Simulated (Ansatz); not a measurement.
**Slab bands of arsenene, 4 layers**

Aim: the slab bands of arsenene, 4 layers, with their weight on the outer layers.

Program: Ansatz 0.2.0. Level of theory: plane-wave DFT, PBE-D3(BJ), Ansatz PAW, in the first sound run; inputs show where later runs differ. Results are calculated unless marked as measured.

### Step 1. Starting point

The cell holds 8 atoms: 8 As. Its edges and angles: a = 3.610 Å, b = 3.610 Å, c = 32.600 Å, α = 90.0°, β = 90.0°, γ = 120.0°. Regions: layer 1: arsenene, 2 atoms (2 As); layer 2: arsenene, 2 atoms (2 As); layer 3: arsenene, 2 atoms (2 As); layer 4: arsenene, 2 atoms (2 As). Vacuum lies along c.

As a file:

```cif
data_structure
_symmetry_space_group_name_H-M 'P 1'
_symmetry_Int_Tables_number 1
_cell_length_a 3.6100
_cell_length_b 3.6100
_cell_length_c 32.6000
_cell_angle_alpha 90.000
_cell_angle_beta 90.000
_cell_angle_gamma 120.000
_cell_volume 367.93
loop_
_atom_site_label
_atom_site_type_symbol
_atom_site_fract_x
_atom_site_fract_y
_atom_site_fract_z
_atom_site_occupancy
As1 As 0.66667 0.33333 0.27607 1
As2 As 0.33333 0.66667 0.31902 1
As3 As 0.00000 0.00000 0.41104 1
As4 As 0.66667 0.33333 0.45399 1
As5 As 0.33333 0.66667 0.54601 1
As6 As 0.00000 0.00000 0.58896 1
As7 As 0.66667 0.33333 0.68098 1
As8 As 0.33333 0.66667 0.72393 1
```

### Step 2. Relaxation

The structure is relaxed first, because levels and dipoles at a surface follow the positions of the outer atoms.

input.yaml reads:

```yaml
crystal:
  lattice:
    - [3.61, 0.0, 0.0]
    - [-1.805, 3.1263517077, 0.0]
    - [0.0, 0.0, 32.6]
  atoms:
    - { symbol: As, position: [0.6666666667, 0.3333333333, 0.2760736196] }
    - { symbol: As, position: [0.3333333333, 0.6666666667, 0.3190184049] }
    - { symbol: As, position: [0.0, 0.0, 0.4110429448] }
    - { symbol: As, position: [0.6666666667, 0.3333333333, 0.4539877301] }
    - { symbol: As, position: [0.3333333333, 0.6666666667, 0.5460122699] }
    - { symbol: As, position: [0.0, 0.0, 0.5889570552] }
    - { symbol: As, position: [0.6666666667, 0.3333333333, 0.6809815951] }
    - { symbol: As, position: [0.3333333333, 0.6666666667, 0.7239263804] }
kpoints:
  mp_grid: { grid: [12, 12, 1] }
hamiltonian:
  xc: pbe
  dispersion: d3bj
scf:
  occupations: { method: fermi_dirac, width: 0.1 }
  convergence: { dr2_threshold: 1.0e-08 }
efield:
  axis: 3
  dipole_correction: true
  ramp_position: 0.97
  ramp_width: 0.06
relax:
  f_tol: 0.01
  max_steps: 60
output:
  write_potential: true
  write_density: true
  volumetric_format: npy
```

Launch:

```
$ ansatz run input.yaml --threads 4 --pin off --max-ram 6144MiB --backend cpu --events-out ev --progress --plain --runs-dir out
```

Numbers of over 12 decimals in the logs are rounded to 6 here.

Log:

```text
Engine: ansatz 0.2.0, x86_64-unknown-linux-gnu
Pseudopotentials: kind: paw
Pseudopotential: As, paw, valence charge 15, recommended cutoff 420 eV (normal), As.paw.azcp
Functional definition: PBE
  parameter kappa = 0.804
  parameter beta = 0.066725
  exchange = pbe_x(kappa = kappa, mu = beta*pi^2/3)
  correlation = pbe_c(beta = beta)
Crystal: 8 atoms, lattice volume = 367.928 Å³
Basis set: ecut = 420 eV, 7105 PW (Γ), exchange–correlation on 50×50×450 points (8 copies of the dense FFT grid, shifted against one another)
Bands: 72, of which v1, the nominal top of the filled ones, is band 60 counted from 1 (59 counted from 0)
Symmetry: 6 space group operations
k-points: 19 of 144 (time reversal used)
Non-local potential: As, projectors of the file, l = 0: 2, l = 1: 2, l = 2: 3, l = 3: 1
PAW form: soft (Blöchl's): semilocal exchange-correlation on the pseudo side does not see the compensation charge
PAW one-centre angular grid: As, 590 points (default); XC on 64 Gauss nodes
Initial density: superposition of atomic densities (neutral atoms: chi_scale 0, normalization atom), corrected by the library's trained network
Initial wavefunctions: pseudopotential atomic-orbital guess
Functional: x = pbe(κ = 0.804, μ = 0.219515), c = pbe(β = 0.066725)
SCF iter   1: F=—  HF=-38851.505707 eV  |F-HF|=—  |Δ(HF+E_count)|=         —  Δρ=1.14e-3  dr2=1.10e-2  ethr=1.77e-3  p=0.000 e·Å  D=1.98e-13 V/Å  ΔV_dip=-0.00 eV  dr2_dipole=2.68e-8  V_vac-E_F(+/−)=4.19/4.19 eV  ⟨swp⟩=7.4  Hψ=5192  notcnv=0
efield: sawtooth ramp at fractional position 0.9700 (set: `efield.ramp_position`, or a place that a band, a saddle search or an elastic batch's reference lends), width 0.0600; the density the first Hamiltonian is built on has a dipole p = 0.000 e·Å; the dipole correction subtracts the counter field D = 1.98e-13 V/Å, which shifts the + side's vacuum level by -0.00 eV against the − side's; the planar-averaged density in the ramp window peaks in size at 6.8e-6 e/Å³
preconditioner: auto → LDOS  [metal: Δε(μ)=0.061 eV  Ē_g=8.811 eV  σ=0.100 eV  W_gap=0.15  n_scr=88 (ndim 8)  ℏωp=12.2 eV  f_vac=0.458  D(μ)=0.99/eV (n_scr^D=6)  β→1.0]
SCF iter   2: F=—  HF=-38851.508713 eV  |F-HF|=—  |Δ(HF+E_count)|=   3.01e-3  Δρ=7.61e-4  dr2=1.66e-2  ethr=9.14e-6  p=-0.000 e·Å  D=-2.30e-5 V/Å  ΔV_dip=0.00 eV  dr2_dipole=1.91e-7  V_vac-E_F(+/−)=4.31/4.31 eV  ⟨swp⟩=2.0  Hψ=2731  notcnv=0
SCF iter   3: F=—  HF=-38851.507532 eV  |F-HF|=—  |Δ(HF+E_count)|=   1.18e-3  Δρ=6.55e-4  dr2=1.32e-2  ethr=9.14e-6  p=0.000 e·Å  D=1.70e-5 V/Å  ΔV_dip=-0.00 eV  dr2_dipole=7.53e-8  V_vac-E_F(+/−)=4.22/4.22 eV  ⟨swp⟩=2.8  Hψ=2603  notcnv=0
SCF iter   4: F=—  HF=-38851.506164 eV  |F-HF|=—  |Δ(HF+E_count)|=   1.37e-3  Δρ=2.13e-4  dr2=1.19e-3  ethr=9.14e-6  p=0.000 e·Å  D=6.64e-6 V/Å  ΔV_dip=-0.00 eV  dr2_dipole=2.16e-8  V_vac-E_F(+/−)=4.25/4.25 eV  ⟨swp⟩=2.0  Hψ=1451  notcnv=0
SCF iter   5: F=—  HF=-38851.505948 eV  |F-HF|=—  |Δ(HF+E_count)|=   2.16e-4  Δρ=5.22e-5  dr2=6.75e-5  ethr=9.90e-7  p=0.000 e·Å  D=9.12e-7 V/Å  ΔV_dip=-0.00 eV  dr2_dipole=5.71e-10  V_vac-E_F(+/−)=4.25/4.25 eV  ⟨swp⟩=2.5  Hψ=2106  notcnv=0
SCF iter   6: F=—  HF=-38851.505950 eV  |F-HF|=—  |Δ(HF+E_count)|=   1.60e-6  Δρ=1.27e-5  dr2=4.82e-6  ethr=5.63e-8  p=0.000 e·Å  D=1.82e-6 V/Å  ΔV_dip=-0.00 eV  dr2_dipole=8.71e-10  V_vac-E_F(+/−)=4.26/4.26 eV  ⟨swp⟩=2.7  Hψ=2351  notcnv=0
SCF iter   7: F=—  HF=-38851.505932 eV  |F-HF|=—  |Δ(HF+E_count)|=   1.84e-5  Δρ=2.77e-6  dr2=4.82e-8  ethr=4.02e-9  p=-0.000 e·Å  D=-3.64e-7 V/Å  ΔV_dip=0.00 eV  dr2_dipole=2.46e-11  V_vac-E_F(+/−)=4.26/4.26 eV  ⟨swp⟩=2.0  Hψ=1526  notcnv=0
SCF iter   8: F=-38851.505932 eV  HF=-38851.505932 eV  |F-HF|=2.11e-10  |Δ(HF+E_count)|=   3.22e-8  Δρ=8.68e-7  dr2=6.30e-9  ethr=8.33e-12  p=0.000 e·Å  D=9.71e-7 V/Å  ΔV_dip=-0.00 eV  dr2_dipole=2.10e-10  V_vac-E_F(+/−)=4.26/4.26 eV  ⟨swp⟩=8.7  Hψ=8089  notcnv=0
SCF 1 converged in 8 iterations: F = -38851.505932 eV  dr2 = 6.30e-9
  greatest PAW one-centre occupation: 0.999 electrons in one spin orbital (limit 2), on the As atom at site 5 (counted from 0), in its partial waves of l = 2
relax step   1: F+E_penalty+E_count = -38851.50593155 eV  Δ(F+E_penalty+E_count) = +0.000e0 eV  max|allowed force component| = 3.042e-1 eV/Å  Δτ_max = 0.0000 Å  (8 SCF iters, accepted)
Initial density: handed on by an earlier stage of this run
Initial wavefunctions: those handed on with the density
iter 1 solved again at ethr=6.27e-5 eV; its pass at ethr=3.10e-3 eV (dr2=7.52e-2 eV) is discarded
SCF iter   1: F=—  HF=-38851.546211 eV  |F-HF|=—  |Δ(HF+E_count)|=         —  Δρ=7.05e-3  dr2=7.54e-2  ethr=6.27e-5  p=0.000 e·Å  D=9.71e-7 V/Å  ΔV_dip=-0.00 eV  dr2_dipole=1.77e-10  V_vac-E_F(+/−)=4.19/4.19 eV  ⟨swp⟩=1.6  Hψ=4797  notcnv=0  defer=10
efield: sawtooth ramp at fractional position 0.9700 (set: `efield.ramp_position`, or a place that a band, a saddle search or an elastic batch's reference lends), width 0.0600; the density the first Hamiltonian is built on has a dipole p = 0.000 e·Å; the dipole correction subtracts the counter field D = 9.71e-7 V/Å, which shifts the + side's vacuum level by -0.00 eV against the − side's; the planar-averaged density in the ramp window peaks in size at 8.3e-8 e/Å³
preconditioner: auto → LDOS  [metal: Δε(μ)=0.018 eV  Ē_g=8.935 eV  σ=0.100 eV  W_gap=0.04  n_scr=88 (ndim 8)  ℏωp=12.2 eV  f_vac=0.470  D(μ)=1.00/eV (n_scr^D=6)  β→1.0]
SCF iter   2: F=—  HF=-38851.561660 eV  |F-HF|=—  |Δ(HF+E_count)|=   1.54e-2  Δρ=1.38e-3  dr2=4.17e-2  ethr=6.27e-5  p=-0.000 e·Å  D=-1.16e-5 V/Å  ΔV_dip=0.00 eV  dr2_dipole=3.04e-8  V_vac-E_F(+/−)=4.15/4.15 eV  ⟨swp⟩=2.0  Hψ=1924  notcnv=0  defer=10
SCF iter   3: F=—  HF=-38851.563117 eV  |F-HF|=—  |Δ(HF+E_count)|=   1.46e-3  Δρ=1.45e-3  dr2=6.55e-2  ethr=3.48e-5  p=0.000 e·Å  D=7.95e-6 V/Å  ΔV_dip=-0.00 eV  dr2_dipole=1.41e-8  V_vac-E_F(+/−)=4.32/4.32 eV  ⟨swp⟩=2.0  Hψ=1909  notcnv=0  defer=10
SCF iter   4: F=—  HF=-38851.555481 eV  |F-HF|=—  |Δ(HF+E_count)|=   7.64e-3  Δρ=3.18e-4  dr2=2.24e-3  ethr=3.48e-5  p=0.000 e·Å  D=9.99e-7 V/Å  ΔV_dip=-0.00 eV  dr2_dipole=3.42e-10  V_vac-E_F(+/−)=4.24/4.24 eV  ⟨swp⟩=2.0  Hψ=1509  notcnv=0  defer=10
SCF iter   5: F=—  HF=-38851.555185 eV  |F-HF|=—  |Δ(HF+E_count)|=   2.96e-4  Δρ=6.37e-5  dr2=7.97e-5  ethr=1.86e-6  p=0.000 e·Å  D=3.03e-7 V/Å  ΔV_dip=-0.00 eV  dr2_dipole=3.48e-11  V_vac-E_F(+/−)=4.22/4.22 eV  ⟨swp⟩=2.0  Hψ=1559  notcnv=0  defer=10
[...]
SCF iter   7: F=—  HF=-38851.607770 eV  |F-HF|=—  |Δ(HF+E_count)|=   1.49e-5  Δρ=5.03e-6  dr2=1.37e-7  ethr=8.83e-10  p=0.000 e·Å  D=9.57e-8 V/Å  ΔV_dip=-0.00 eV  dr2_dipole=5.30e-12  V_vac-E_F(+/−)=4.19/4.19 eV  ⟨swp⟩=2.8  Hψ=2472  notcnv=0  defer=14
SCF iter   8: F=-38851.607770 eV  HF=-38851.607770 eV  |F-HF|=8.03e-9  |Δ(HF+E_count)|=   8.81e-8  Δρ=1.42e-6  dr2=6.58e-9  ethr=8.33e-12  p=-0.000 e·Å  D=-2.43e-7 V/Å  ΔV_dip=0.00 eV  dr2_dipole=4.58e-12  V_vac-E_F(+/−)=4.19/4.19 eV  ⟨swp⟩=6.9  Hψ=8379  notcnv=0
SCF 3 converged in 8 iterations: F = -38851.607770 eV  dr2 = 6.58e-9
relax step   3: F+E_penalty+E_count = -38851.60776968 eV  Δ(F+E_penalty+E_count) = -5.260e-2 eV  max|allowed force component| = 9.293e-2 eV/Å  Δτ_max = 0.1980 Å  (8 SCF iters, accepted)
[...]
relax step   4: F+E_penalty+E_count = -38851.65271626 eV  Δ(F+E_penalty+E_count) = -4.495e-2 eV  max|allowed force component| = 4.859e-2 eV/Å  Δτ_max = 0.1954 Å  (8 SCF iters, accepted)
[...]
relax step   5: F+E_penalty+E_count = -38851.68812531 eV  Δ(F+E_penalty+E_count) = -3.541e-2 eV  max|allowed force component| = 3.457e-2 eV/Å  Δτ_max = 0.1947 Å  (8 SCF iters, accepted)
[...]
relax step   6: F+E_penalty+E_count = -38851.70833893 eV  Δ(F+E_penalty+E_count) = -2.021e-2 eV  max|allowed force component| = 1.805e-2 eV/Å  Δτ_max = 0.1945 Å  (8 SCF iters, accepted)
[...]
relax step   7: F+E_penalty+E_count = -38851.70587396 eV  Δ(F+E_penalty+E_count) = +2.465e-3 eV  max|allowed force component| = 2.149e-1 eV/Å  Δτ_max = 0.1324 Å  (8 SCF iters, rejected (line search))
[...]
relax step   8: F+E_penalty+E_count = -38851.71064663 eV  Δ(F+E_penalty+E_count) = -2.308e-3 eV  max|allowed force component| = 1.227e-2 eV/Å  Δτ_max = 0.0649 Å  (8 SCF iters, accepted)
SCF iter   1: F=—  HF=-38851.710695 eV  |F-HF|=—  |Δ(HF+E_count)|=         —  Δρ=9.02e-4  dr2=1.32e-3  ethr=1.34e-5  p=-0.000 e·Å  D=-4.42e-8 V/Å  ΔV_dip=0.00 eV  dr2_dipole=9.59e-13  V_vac-E_F(+/−)=4.16/4.16 eV  ⟨swp⟩=2.8  Hψ=2518  notcnv=0  defer=16
efield: sawtooth ramp at fractional position 0.9700 (set: `efield.ramp_position`, or a place that a band, a saddle search or an elastic batch's reference lends), width 0.0600; the density the first Hamiltonian is built on has a dipole p = -0.000 e·Å; the dipole correction subtracts the counter field D = -4.42e-8 V/Å, which shifts the + side's vacuum level by +0.00 eV against the − side's; the planar-averaged density in the ramp window peaks in size at 7.7e-8 e/Å³
preconditioner: auto → LDOS  [metal: Δε(μ)=0.231 eV  Ē_g=9.255 eV  σ=0.100 eV  W_gap=0.48  n_scr=88 (ndim 8)  ℏωp=12.2 eV  f_vac=0.522  D(μ)=1.34/eV (n_scr^D=8)  β→1.0]
SCF iter   2: F=—  HF=-38851.710865 eV  |F-HF|=—  |Δ(HF+E_count)|=   1.70e-4  Δρ=1.14e-4  dr2=1.86e-4  ethr=1.10e-6  p=0.000 e·Å  D=1.65e-8 V/Å  ΔV_dip=-0.00 eV  dr2_dipole=8.55e-12  V_vac-E_F(+/−)=4.15/4.15 eV  ⟨swp⟩=2.0  Hψ=1929  notcnv=0  defer=16
SCF iter   3: F=—  HF=-38851.710853 eV  |F-HF|=—  |Δ(HF+E_count)|=   1.27e-5  Δρ=6.83e-5  dr2=1.36e-4  ethr=1.55e-7  p=-0.000 e·Å  D=-3.11e-7 V/Å  ΔV_dip=0.00 eV  dr2_dipole=1.99e-11  V_vac-E_F(+/−)=4.17/4.17 eV  ⟨swp⟩=2.0  Hψ=1720  notcnv=0  defer=16
SCF iter   4: F=—  HF=-38851.710838 eV  |F-HF|=—  |Δ(HF+E_count)|=   1.43e-5  Δρ=2.33e-5  dr2=8.15e-6  ethr=1.13e-7  p=-0.000 e·Å  D=-1.94e-8 V/Å  ΔV_dip=0.00 eV  dr2_dipole=9.48e-13  V_vac-E_F(+/−)=4.16/4.16 eV  ⟨swp⟩=2.0  Hψ=1461  notcnv=0  defer=16
SCF iter   5: F=—  HF=-38851.710823 eV  |F-HF|=—  |Δ(HF+E_count)|=   1.51e-5  Δρ=7.62e-6  dr2=7.54e-7  ethr=6.79e-9  p=-0.000 e·Å  D=-1.71e-9 V/Å  ΔV_dip=0.00 eV  dr2_dipole=4.81e-14  V_vac-E_F(+/−)=4.16/4.16 eV  ⟨swp⟩=2.1  Hψ=1710  notcnv=0  defer=16
SCF iter   6: F=—  HF=-38851.710823 eV  |F-HF|=—  |Δ(HF+E_count)|=   1.18e-7  Δρ=1.57e-6  dr2=2.12e-8  ethr=6.28e-10  p=-0.000 e·Å  D=-4.38e-9 V/Å  ΔV_dip=0.00 eV  dr2_dipole=3.32e-16  V_vac-E_F(+/−)=4.16/4.16 eV  ⟨swp⟩=2.0  Hψ=1623  notcnv=0  defer=16
SCF iter   7: F=-38851.710823 eV  HF=-38851.710823 eV  |F-HF|=7.28e-11  |Δ(HF+E_count)|=   4.21e-9  Δρ=3.18e-7  dr2=9.40e-10  ethr=8.33e-12  p=0.000 e·Å  D=2.49e-8 V/Å  ΔV_dip=-0.00 eV  dr2_dipole=1.65e-13  V_vac-E_F(+/−)=4.16/4.16 eV  ⟨swp⟩=8.6  Hψ=7978  notcnv=0
SCF 9 converged in 7 iterations: F = -38851.710823 eV  dr2 = 9.40e-10
relax step   9: F+E_penalty+E_count = -38851.71082316 eV  Δ(F+E_penalty+E_count) = -1.765e-4 eV  max|allowed force component| = 1.589e-3 eV/Å  Δτ_max = 0.0230 Å  (7 SCF iters, accepted)
NSCF: frozen V_eff on 19 k-points
the band table was solved once a step of the walk had ended and its energy, with any forces and stress, was formed, with the checks that follow a solve (5998 applications of the Hamiltonian). They found nothing against the state; the energy, forces and stress were not computed again (output.eigenvalues in the input reference)
SCF converged after 7 iterations
Free energy (F): -38851.710823 eV
Harris-Foulkes:  -38851.710823 eV  (|F-HF|=7.28e-11)
Internal energy: -38851.664109 eV  (E = F + TS)
E sigma→0 (E₀):  -38851.687466 eV
Entropy (-TS):   -0.046714 eV (-5.839 meV/atom)
Fermi energy:    2.903252 eV
Dipole field:    D = -0.000000 V/Å  (p = -0.000001 e·Å, saw-weighted, corrected)
Work function:   Φ+ = 4.1609 eV   Φ− = 4.1609 eV
Levels:          The Fermi level and band energies are counted from a zero that moves with the ramp; work functions are not
--- Per-component energies (eV) ---
  E_band       = -2825.170464
  E_kinetic    = 823.782181
  E_local      = -204490.705568  (includes V_loc(G=0)·N_el)
  E_nonlocal   = -5365.628527
  E_hartree    = 102489.240682
  E_xc         = -635.401049
  E_vxc        = -635.642429  (∫ρ·V_xc dr)
  E_paw        = -14676.424528  (= ΣΔE_a)
  E_vpaw       = 1864.545855  (= ΣTr[D̂ρ^β])
  E_aug_tail   = 0.000049  (compensation charges beyond the density's cutoff)
  E_efield     = 0.000000  (sawtooth field / dipole correction)
  E_vefield    = 0.000000  (∫n·V_field dr)
  E_ewald      = 83006.419862
  E_disp       = -2.947211  (pairwise vdW)
  E_smearing   = -0.046714  (= −TS)
  E_closure    = 0.000000  (closes the sum)
  Σ components = -38851.710823   (vs F -38851.710823, Δ=0.00e0)
--- Forces (eV/Å), atoms counted from 1 ---
  atom   1  As     0.00000000     0.00000000    -0.00158923
  atom   2  As     0.00000000     0.00000000     0.00155530
  atom   3  As     0.00000000    -0.00000000     0.00033996
  atom   4  As     0.00000000     0.00000000    -0.00129080
  atom   5  As     0.00000000    -0.00000000     0.00129060
  atom   6  As     0.00000000     0.00000000    -0.00034055
  atom   7  As     0.00000000    -0.00000000    -0.00155359
  atom   8  As     0.00000000     0.00000000     0.00158843
  max |Σ_I F_I| component: 1.21e-7 eV/Å
--- Band table (eV; the first three rows and the last of 19) ---
  k-point 0: bands = [... 56 lower, 1.5719, 1.5719, 2.2450, 3.1308, 3.3209, 4.2368, 4.2368, 4.7277, ... 8 higher]
  k-point 1: bands = [... 56 lower, 1.4587, 1.5938, 2.6864, 3.2636, 3.8044, 4.3830, 4.4018, 4.4344, ... 8 higher]
  k-point 2: bands = [... 56 lower, 1.1085, 1.5561, 1.9933, 2.6824, 3.7369, 4.2946, 4.4899, 4.7601, ... 8 higher]
  k-point 18: bands = [... 56 lower, -0.5253, -0.2405, 0.1472, 0.1472, 3.4584, 3.9159, 3.9159, 4.2751, ... 8 higher]
--- Relaxed structure (9 steps of the walk, 8 accepted, 0 SCFs on fresh bases) ---
  F+E_penalty+E_count = -38851.71082316 eV   max|allowed force component| = 1.589e-3 eV/Å
  atoms:
    - { symbol: As, position: [0.666667, 0.333333, 0.308455] }
    - { symbol: As, position: [0.333333, 0.666667, 0.350434] }
    - { symbol: As, position: [0, 0, 0.422459] }
    - { symbol: As, position: [0.666667, 0.333333, 0.464003] }
    - { symbol: As, position: [0.333333, 0.666667, 0.535997] }
    - { symbol: As, position: [0, 0, 0.577541] }
    - { symbol: As, position: [0.666667, 0.333333, 0.649566] }
    - { symbol: As, position: [0.333333, 0.666667, 0.691545] }
```

It took 96 s on 4 threads of Intel Xeon Platinum 8488C (Sapphire Rapids), shared host; peak memory 1.1 GiB.

The steps of the relaxation:

| step | energy less that of the first step (eV) | largest force component (eV/Å) |
| --- | --- | --- |
| 1 | 0.0000 | 0.3042 |
| 2 | -0.0492 | 0.2277 |
| 3 | -0.1018 | 0.0929 |
| 4 | -0.1468 | 0.0486 |
| 5 | -0.1822 | 0.0346 |
| 6 | -0.2024 | 0.0180 |
| 7 | -0.1999 | 0.2149 |
| 8 | -0.2047 | 0.0123 |
| 9 | -0.2049 | 0.0016 |

Relaxation step 7 was tried and not accepted.

Forces are held to the 6 operations that the run works with; a distortion that breaks them can't arise in this run.

The atoms that moved most (Å):

| atom | dx | dy | dz | length |
| --- | --- | --- | --- | --- |
| As8 | 0.000 | 0.000 | -1.056 | 1.056 |
| As1 | 0.000 | 0.000 | 1.056 | 1.056 |
| As7 | 0.000 | 0.000 | -1.024 | 1.024 |
| As2 | 0.000 | 0.000 | 1.024 | 1.024 |
| As3 | 0.000 | 0.000 | 0.372 | 0.372 |
| As6 | 0.000 | 0.000 | -0.372 | 0.372 |
| As4 | 0.000 | 0.000 | 0.326 | 0.326 |
| As5 | 0.000 | 0.000 | -0.326 | 0.326 |

This step gave:

| Quantity | Value |
| --- | --- |
| energy at zero smearing | -38851.6875 eV |
| work function, upper face | 4.161 eV |

The relaxation took 9 steps and lowered the energy by 0.20 eV; the largest force on the free atoms ends at 0.0016 eV/Å.

The work function of the upper face is 4.16 eV.

(Continued in part 2 of 3.)

[Logs are printed without paths, hosts, clocks, repeated set-up lines and the standing remarks that a program may print on its own settings, such as how far it seeks lower states.]

[Hosts, paths, dates, database ids (printed as entryN), source tags and the programs' standing remarks are cut or masked in the printed files.]

[Maps of the electrostatic potential energy from Ansatz leave out the sawtooth potential of an applied field or a dipole correction, so their vacuum need not be flat; planar profiles and work functions include it.]
